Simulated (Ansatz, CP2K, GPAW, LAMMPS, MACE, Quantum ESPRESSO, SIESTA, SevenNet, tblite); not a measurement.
**Amorphous Ge (61 atoms) in GPAW**

Aim: run amorphous Ge (61 atoms) in GPAW and see how near its forces come to a plane-wave reference, and at what cost.

Program: GPAW 26.7.0. Level of theory: the method is named at each step. Results are calculated unless marked as measured.

## (1) Starting point

The cell holds 61 atoms: 61 Ge. Its edges and angles: a = 11.099 Å, b = 11.099 Å, c = 11.099 Å, α = 90.0°, β = 90.0°, γ = 90.0°. 61 atoms (61 Ge) placed at random at 5.38 g/cm³, melted at 3500 K for 10 ps at fixed volume with the Tersoff potential (Tersoff, Phys. Rev. B 39, 5566 (1989)). Quenched from 3500 K to 100 K at 5 K/ps and fixed volume, held 5 ps, then minimised at fixed cell.

The yardstick, on the same geometry:

- method: Kohn-Sham DFT, PBE, PAW, plane waves (Ansatz 0.2.0); cutoff 420 eV, Γ point, fermi-dirac smearing of 0.05 eV; PAW set soft_2
- r.m.s. force component: 0.2251 eV/Å
- longest force: 0.8563 eV/Å
- pressure: 5.48 GPa
- SCF cycles: 10
- time: 24 s on 4 threads of Arm Neoverse V2, shared host
- CPU time: 92 s

## (2) PBE, LCAO dzp, h 0.2 Å

Method: Kohn-Sham DFT, PBE, PAW, atomic orbitals (dzp).

run.py

```python
import numpy as np
from ase.io import read
from gpaw import GPAW, FermiDirac

atoms = read("structure.xyz")
atoms.calc = GPAW(
    mode="lcao",
    basis="dzp",
    h=0.2,
    xc="PBE",
    kpts={"size": (1, 1, 1), "gamma": True},
    occupations=FermiDirac(0.05),
    maxiter=200,
    symmetry={"point_group": False},
    txt="gpaw.txt",
)
energy = atoms.get_potential_energy(force_consistent=True)
forces = atoms.get_forces()
print(f"energy {energy:.6f} eV")
print("forces (eV/A)")
for i, (a, f) in enumerate(zip(atoms, forces)):
    print(f"{i:4d} {a.symbol:2s} {f[0]:10.5f} {f[1]:10.5f} {f[2]:10.5f}")
print(f"Fermi level {atoms.calc.get_fermi_level():.4f} eV")
for k in range(len(atoms.calc.get_ibz_k_points())):
    for s in range(atoms.calc.get_number_of_spins()):
        e = atoms.calc.get_eigenvalues(kpt=k, spin=s)
        n = np.searchsorted(e, atoms.calc.get_fermi_level())
        print(f"k {k} spin {s} levels about the Fermi level:", np.round(e[max(n - 6, 0):n], 4).tolist(), "|", np.round(e[n:n + 6], 4).tolist())
```

structure.xyz

```xyz
61
Lattice="11.09880 0.00000 0.00000 0.00000 11.09880 0.00000 0.00000 0.00000 11.09880" Properties=species:S:1:pos:R:3 pbc="T T T"
Ge 3.82465 3.59313 9.66772
Ge 9.40324 1.21454 6.27471
Ge 7.74097 9.55396 3.94951
Ge 3.55317 8.46084 4.95650
Ge 6.34163 3.29623 9.98448
Ge 2.30078 9.24674 8.70168
Ge 5.69302 11.05962 7.44541
Ge 10.45529 5.28869 6.93475
Ge 8.56461 7.16727 11.00957
Ge 0.48158 9.87360 10.17427
Ge 6.89346 5.87415 4.15661
Ge 1.62009 1.41732 3.19856
Ge 0.85572 9.12321 1.43496
Ge 1.10788 3.76960 3.13475
Ge 10.24564 4.50867 4.50456
Ge 3.00089 1.48791 10.39247
Ge 5.86671 10.06939 10.90069
Ge 3.57159 1.51654 1.61943
Ge 1.74040 5.64885 7.17171
Ge 6.54074 4.18980 5.92099
Ge 10.38493 3.01998 11.02977
Ge 3.22387 8.70856 2.39379
Ge 9.23553 7.70889 7.26550
Ge 8.74197 5.65550 8.89913
Ge 0.68424 1.23974 9.81189
Ge 9.20046 1.14895 1.12320
Ge 4.65062 0.87425 5.48037
Ge 3.27625 4.52198 3.96771
Ge 0.72164 4.84895 0.95294
Ge 9.76017 3.23918 8.58059
Ge 6.09457 0.15416 3.61077
Ge 2.71565 3.49324 7.48215
Ge 2.29468 6.42487 4.98159
Ge 8.07837 10.99281 10.32910
Ge 5.18791 7.07926 8.54530
Ge 10.57571 6.99302 1.58857
Ge 0.06826 6.82388 4.04596
Ge 7.35140 7.85440 5.56427
Ge 5.62687 3.06049 1.44495
Ge 5.42221 8.65640 6.67582
Ge 9.78448 10.52355 4.59701
Ge 8.37671 2.91421 4.83874
Ge 4.34030 3.23486 5.70012
Ge 4.16083 10.74708 9.30812
Ge 4.69646 10.53076 1.84584
Ge 2.80700 5.48714 10.90934
Ge 10.89614 11.08470 2.50600
Ge 0.65427 1.92131 7.34607
Ge 8.31589 4.48547 0.20844
Ge 4.33042 6.85617 1.15905
Ge 5.12254 5.15917 2.60489
Ge 6.08270 7.70523 10.75984
Ge 6.51422 5.06338 8.18459
Ge 7.46727 1.97004 2.70300
Ge 2.78247 6.89546 8.91900
Ge 9.38481 9.03387 9.50357
[... 1 atom lines left out ...]
Ge 8.78448 5.42043 2.63119
Ge 2.14118 0.74406 5.54241
Ge 1.84740 9.55729 6.30856
Ge 10.82078 8.64985 5.62709
```

Started as:

```sh
$ OMP_NUM_THREADS=1 python run.py > output.txt
```

What it wrote:

```text
energy -249.900491 eV
forces (eV/A)
   0 Ge    0.27031    0.37736    0.06865
   1 Ge    0.12130   -0.41313    0.40657
   2 Ge   -0.31828   -0.18084   -0.52337
   3 Ge    0.40409    0.30503   -0.28115
   4 Ge   -0.00187   -0.47072    0.01369
   5 Ge    0.33266   -0.07460   -0.24830
   6 Ge    0.24700   -0.02247   -0.02554
   7 Ge   -0.30243    0.00731   -0.27782
   8 Ge    0.15546   -0.08648   -0.04132
   9 Ge   -0.17743   -0.12097    0.24920
  10 Ge   -0.09362    0.56236    0.16823
  11 Ge    0.18695   -0.08943    0.02757
  12 Ge    0.00535   -0.18246   -0.08009
  13 Ge    0.14786   -0.32183    0.16514
  14 Ge    0.73080    0.02236    0.04028
  15 Ge   -0.08097   -0.11651    0.32572
  16 Ge    0.12988    0.33360    0.32668
  17 Ge   -0.26374    0.50242    0.21633
  18 Ge   -0.22911    0.35445   -0.01919
  19 Ge    0.36236    0.07170   -0.02517
  20 Ge    0.27582   -0.28354    0.04560
  21 Ge   -0.19557   -0.10691    0.38760
  22 Ge   -0.34812   -0.32144   -0.08154
  23 Ge    0.21994    0.65349    0.04030
[...]
53 Ge   -0.03420    0.40301   -0.14568
  54 Ge   -0.19030    0.23291    0.20145
  55 Ge   -0.16495   -0.09843   -0.11186
  56 Ge   -0.34698   -0.07270   -0.01349
  57 Ge   -0.11610    0.06948   -0.08535
  58 Ge   -0.16085   -0.14817   -0.20199
  59 Ge   -0.18517    0.26863   -0.05818
  60 Ge    0.06926    0.03540    0.18453
Fermi level 5.7729 eV
k 0 spin 0 levels about the Fermi level: [5.2948, 5.3803, 5.5377, 5.6922, 5.7457, 5.7718] | [5.9367, 6.1484, 6.2174, 6.3303, 6.5007, 6.5812]
```

gpaw.txt:

```text
Input parameters:
  mode=LCAO(),
  basis={'default': 'dzp'},
  h=0.2,
  kpts=MonkhorstPack(size=(1, 1, 1), gamma=True),
  maxiter=200,
  occupations=Occupations(name='fermi-dirac', width=0.05, fixmagmom=False),
  symmetry=Symmetry(point_group=False),
  xc=XC(name='PBE')
Unit cell  # Å
| periodic |         x |         y |         z |   lengths |    angles |
|----------|-----------|-----------|-----------|-----------|-----------|
|      yes | 11.098800 |  0.000000 |  0.000000 | 11.098800 | 90.000000 |
|      yes |  0.000000 | 11.098800 |  0.000000 | 11.098800 | 90.000000 |
|      yes |  0.000000 |  0.000000 | 11.098800 | 11.098800 | 90.000000 |
Number of symmetries: 1
Symmetry operations  # r_c * U_cc + t_c -> r_c
|   | kind |            matrix            |
|---|------|------------------------------|
| 0 |  E   |  1, 0, 0,  0, 1, 0,  0, 0, 1 |
BZ-sampling:
  Number of BZ points: 1
  Number of IBZ points: 1
  Monkhorst-Pack size: [1, 1, 1]
  Monkhorst-Pack shift: [0, 0, 0]
[... lines left out ...]
  Fermi-Dirac:
[... lines left out ...]
xc functional:
  name: PBE with 2 nearest neighbor stencil
interpolation: tri-quintic # 5. degree polynomial
Initialization done in: 6.524 s
convergence criteria:
- Maximum [total energy] change in last 3 cyles: 0.0005 eV / valence electron
- Maximum integral of absolute [dens]ity change: 0.0001 electrons / valence electron
- Maximum integral of absolute [eigenst]ate change: 4e-08 eV^2 / valence electron
maximum number of iterations: 200
SCF iterations
|iter     |      energy | eigst |  dens |
|---------|-------------|-------|-------|
|iter:   1| -250.364031 |      c|       |
|iter:   2| -250.173920 |      c| -1.07 |
|iter:   3| -255.798734 |      c| -1.09 |
|iter:   4| -255.176865 |      c| -1.20 |
|iter:   5| -250.204301 |      c| -1.20 |
|iter:   6| -249.880914 |      c| -1.75 |
|iter:   7| -249.825027 |      c| -2.06 |
|iter:   8| -249.807189c|      c| -2.31 |
|iter:   9| -249.805203c|      c| -2.55 |
|iter:  10| -249.801386c|      c| -2.68 |
|iter:  11| -249.799696c|      c| -2.94 |
|iter:  12| -249.799858c|      c| -3.26 |
|iter:  13| -249.799577c|      c| -3.47 |
|iter:  14| -249.799596c|      c| -3.85 |
|iter:  15| -249.799574c|      c| -4.11c|
Converged in 15 steps
SCF loop duration: 132.176 s (8.812 s/step)
Energy contributions relative to reference atoms: (reference = -3482955.909003)
Energy contributions:
  Kinetic:        1068.721786
  Coulomb:        -952.171375
  Zero:              0.737180
  External:          0.000000
  Xc:             -366.986249
  Entropy:          -0.201834
  Spinorbit:         0.000000
  ----------------------------
  Free energy:    -249.900491
  Extrapolated:   -249.799574
dipole moment: (6.888537, 99.294716, 128.227649)  # |e|*Ang
Fermi level: 5.773
Eigenvalues  # (at kpt = [0.000, 0.000, 0.000])
| band index |      eig [eV] | occ [0-2] |
|------------|---------------|-----------|
|          0 |        -6.903 |     2.000 |
|        ... |               |           |
|        115 |         5.084 |     2.000 |
|        116 |         5.252 |     2.000 |
[...]
|        130 |         6.947 |     0.000 |
|        ... |               |           |
|        150 |         8.574 |     0.000 |
Gap: 0.165 eV
Transition (v -> c):
  (s=0, k=0, n=122, [0.00, 0.00, 0.00]) -> (s=0, k=0, n=123, [0.00, 0.00, 0.00])
No difference between direct/indirect transitions
Force computation time: 18.725  # s
timing:  # [seconds]
  Total:  157.445  # ━━━━━━━━━━━━━━━━━━━━━━━━━━━━━━━━━━━━━━━━━━━━━━━━━━━━━━━━
  Init:     6.523  # ━━╸
  SCF:    132.176  # ━━━━━━━━━━━━━━━━━━━━━━━━━━━━━━━━━━━━━━━━━━━━━━━
  Forces:  18.725  # ━━━━━━╸
```

It took 2.6 min on 1 thread of Arm Neoverse V2, shared host; peak memory 1.4 GiB.

Banners, paths, timers and routine set-up lines are dropped from the logs unmarked, and long logs keep their key lines alone; longer cuts are marked.

Compared with the plane-wave run:

```
r.m.s. force component                  : 0.2548 eV/Å
r.m.s. difference of force components   : 46.92 meV/Å
longest difference of force vectors     : 166.5 meV/Å
force difference over r.m.s. force      : 20.84 %
slope of forces against the reference's : 1.119
correlation of force components         : 0.9885
```

The surroundings of Ge49, which bears the longest force, nearest first, numbered as they follow in the input and with coordinates relative to it.

```csv
atom,x,y,z,distance (Å),bonds,Fx,Fy,Fz (eV/Å)
Ge49,0.00,0.00,0.00,0.00,5,-0.74,-0.25,0.57
Ge21,2.07,-1.47,-0.28,2.55,5,0.28,-0.28,0.05
Ge58,0.47,0.93,2.42,2.64,4,-0.12,0.07,-0.09
Ge5,-1.97,-1.19,-1.32,2.66,5,0.00,-0.47,0.01
Ge9,0.25,2.68,-0.30,2.71,5,0.16,-0.09,-0.04
Ge24,0.43,1.17,-2.41,2.71,6,0.22,0.65,0.04
Ge39,-2.69,-1.42,1.24,3.28,4,0.21,-0.07,-0.22
Ge30,1.44,-1.25,-2.73,3.33,5,-0.17,0.26,-0.39
Ge26,0.88,-3.34,0.91,3.57,4,0.05,-0.15,0.02
Ge29,3.50,0.36,0.74,3.60,4,-0.16,0.16,0.04
Ge54,-0.85,-2.52,2.49,3.64,4,-0.03,0.40,-0.15
Ge36,2.26,2.51,1.38,3.65,5,0.02,0.02,-0.05
Ge53,-1.80,0.58,-3.12,3.65,4,0.00,0.07,-0.10
```

Atoms are counted from 1 here, from 0 in the log.

Forces lie 21 % from the reference's, at 1.7 times its CPU time (on 1 against 4 cores).

## (3) PBE, LCAO dzp, h 0.2 Å, other mixer settings

Method: Kohn-Sham DFT, PBE, PAW, atomic orbitals (dzp).

Edit run.py of step 2 so:

```diff
@@ -2,3 +2,3 @@
 from ase.io import read
-from gpaw import GPAW, FermiDirac
+from gpaw import GPAW, FermiDirac, Mixer
 
@@ -12,2 +12,3 @@
     occupations=FermiDirac(0.05),
+    mixer=Mixer(0.03, 7, 100),
     maxiter=200,
```

structure.xyz is that of step 2.

What it wrote:

```text
energy -249.900489 eV
forces (eV/A)
   0 Ge    0.27006    0.37542    0.07007
   1 Ge    0.12112   -0.41596    0.40616
   2 Ge   -0.31804   -0.18431   -0.52893
   3 Ge    0.40655    0.30563   -0.28217
   4 Ge   -0.00309   -0.47436    0.01628
   5 Ge    0.33317   -0.07609   -0.24688
   6 Ge    0.24898   -0.02390   -0.02827
   7 Ge   -0.29962    0.00787   -0.27688
   8 Ge    0.15466   -0.08297   -0.04176
   9 Ge   -0.17430   -0.11881    0.25031
  10 Ge   -0.09408    0.56203    0.16845
  11 Ge    0.18766   -0.09109    0.02590
[...]
56 Ge   -0.34780   -0.07063   -0.01166
  57 Ge   -0.11753    0.06626   -0.08502
  58 Ge   -0.15800   -0.14741   -0.20092
  59 Ge   -0.18538    0.26796   -0.06042
  60 Ge    0.07212    0.03714    0.18226
Fermi level 5.7727 eV
k 0 spin 0 levels about the Fermi level: [5.2948, 5.3803, 5.5377, 5.692, 5.7455, 5.7717] | [5.9366, 6.1484, 6.2174, 6.3302, 6.5006, 6.5811]
```

gpaw.txt:

```text
Input parameters:
  mode=LCAO(),
  basis={'default': 'dzp'},
  h=0.2,
  kpts=MonkhorstPack(size=(1, 1, 1), gamma=True),
  maxiter=200,
  mixer=Pulay(name='pulay', nmaxold=7, beta=0.03, weight=100, sigma=0.015, g_ss=None),
  occupations=Occupations(name='fermi-dirac', width=0.05, fixmagmom=False),
[... lines left out ...]
  Fermi-Dirac:
[... lines left out ...]
convergence criteria:
- Maximum [total energy] change in last 3 cyles: 0.0005 eV / valence electron
[... lines left out ...]
Converged in 20 steps
[... lines left out ...]
  Free energy:    -249.900489
[... lines left out ...]
Fermi level: 5.773
[... lines left out ...]
|          0 |        -6.903 |     2.000 |
|        ... |               |           |
|        115 |         5.084 |     2.000 |
|        116 |         5.251 |     2.000 |
[...]
|        130 |         6.947 |     0.000 |
|        ... |               |           |
|        150 |         8.574 |     0.000 |
Gap: 0.165 eV
Transition (v -> c):
  (s=0, k=0, n=122, [0.00, 0.00, 0.00]) -> (s=0, k=0, n=123, [0.00, 0.00, 0.00])
No difference between direct/indirect transitions
Force computation time: 18.790  # s
timing:  # [seconds]
  Total:  202.092  # ━━━━━━━━━━━━━━━━━━━━━━━━━━━━━━━━━━━━━━━━━━━━━━━━━━━━━━━━
  Init:     6.587  # ━━
  SCF:    176.694  # ━━━━━━━━━━━━━━━━━━━━━━━━━━━━━━━━━━━━━━━━━━━━━━━━━
  Forces:  18.790  # ━━━━━
```

Elapsed: 3.4 min, on 1 thread; peak memory 1.3 GiB.

Numbers from this run, and their distance from the reference:

```
r.m.s. force component                          : 0.2548 eV/Å
r.m.s. difference of force components           : 47.18 meV/Å
longest difference of force vectors             : 172.9 meV/Å
force difference over r.m.s. force              : 20.96 %
slope of forces against the reference's         : 1.119
correlation of force components                 : 0.9883
energy less the same-level run's                : 0 meV/atom
r.m.s. force difference from the same-level run : 1.782 meV/Å
```

Against the first run (21 %), the force difference from the reference is 21 %, at 1.3 times the CPU time: another solver or mixer reaches the same state.

## (4) RPBE, LCAO dzp, h 0.2 Å

Method: Kohn-Sham DFT, RPBE, PAW, atomic orbitals (dzp).

Edit run.py of step 3 so:

```diff
@@ -2,3 +2,3 @@
 from ase.io import read
-from gpaw import GPAW, FermiDirac, Mixer
+from gpaw import GPAW, FermiDirac
 
@@ -9,6 +9,5 @@
     h=0.2,
-    xc="PBE",
+    xc="RPBE",
     kpts={"size": (1, 1, 1), "gamma": True},
     occupations=FermiDirac(0.05),
-    mixer=Mixer(0.03, 7, 100),
     maxiter=200,
```

structure.xyz is that of step 3.

What it wrote:

```text
energy -227.704881 eV
forces (eV/A)
   0 Ge    0.29267    0.40525    0.06155
   1 Ge    0.12199   -0.44521    0.44458
   2 Ge   -0.31522   -0.21608   -0.59775
   3 Ge    0.43805    0.31525   -0.29792
   4 Ge   -0.00410   -0.50633    0.00615
   5 Ge    0.33459   -0.07102   -0.24570
[...]
58 Ge   -0.16485   -0.14272   -0.19837
  59 Ge   -0.18915    0.27023   -0.04826
  60 Ge    0.06683    0.01751    0.20791
Fermi level 5.9105 eV
k 0 spin 0 levels about the Fermi level: [5.3798, 5.4242, 5.506, 5.6703, 5.8271, 5.8808] | [5.9132, 6.0745, 6.2978, 6.3683, 6.4776, 6.6569]
```

gpaw.txt:

```text
Input parameters:
  mode=LCAO(),
  basis={'default': 'dzp'},
  h=0.2,
  kpts=MonkhorstPack(size=(1, 1, 1), gamma=True),
  maxiter=200,
  occupations=Occupations(name='fermi-dirac', width=0.05, fixmagmom=False),
[... lines left out ...]
  Fermi-Dirac:
[... lines left out ...]
convergence criteria:
- Maximum [total energy] change in last 3 cyles: 0.0005 eV / valence electron
[... lines left out ...]
Converged in 15 steps
[... lines left out ...]
  Free energy:    -227.704881
[... lines left out ...]
Fermi level: 5.910
[... lines left out ...]
|        ... |               |           |
|        150 |         8.726 |     0.000 |
Gap: 0.032 eV
Transition (v -> c):
  (s=0, k=0, n=121, [0.00, 0.00, 0.00]) -> (s=0, k=0, n=122, [0.00, 0.00, 0.00])
No difference between direct/indirect transitions
Force computation time: 18.775  # s
timing:  # [seconds]
  Total:  157.540  # ━━━━━━━━━━━━━━━━━━━━━━━━━━━━━━━━━━━━━━━━━━━━━━━━━━━━━━━━
  Init:     6.596  # ━━╸
  SCF:    132.147  # ━━━━━━━━━━━━━━━━━━━━━━━━━━━━━━━━━━━━━━━━━━━━━━━
  Forces:  18.775  # ━━━━━━╸
```

Wall time 2.6 min (1 thread); peak memory 1.4 GiB.

Against the reference:

```yaml
r_m_s_force_component: 0.265 eV/Å
r_m_s_difference_of_force_components: 62.06 meV/Å
longest_difference_of_force_vectors: 246.9 meV/Å
force_difference_over_r_m_s_force: 27.57 %
slope_of_forces_against_the_reference_s: 1.155
correlation_of_force_components: 0.9811
```

Against the first run (21 %), the force difference from the reference is 28 %, at 1.0 times the CPU time; the model has changed, so this is no error of the program alone.

[end of part 1 of 2]

[Also dropped from logs without a mark: logging warnings of Python, and SIESTA's first energy breakdown and zero terms.]

[Logs are printed without paths, hosts, clocks, repeated set-up lines and the standing remarks that a program may print on its own settings, such as how far it seeks lower states.]

[Hosts, paths, dates, database ids (printed as entryN), source tags and the programs' standing remarks are cut or masked in the printed files.]
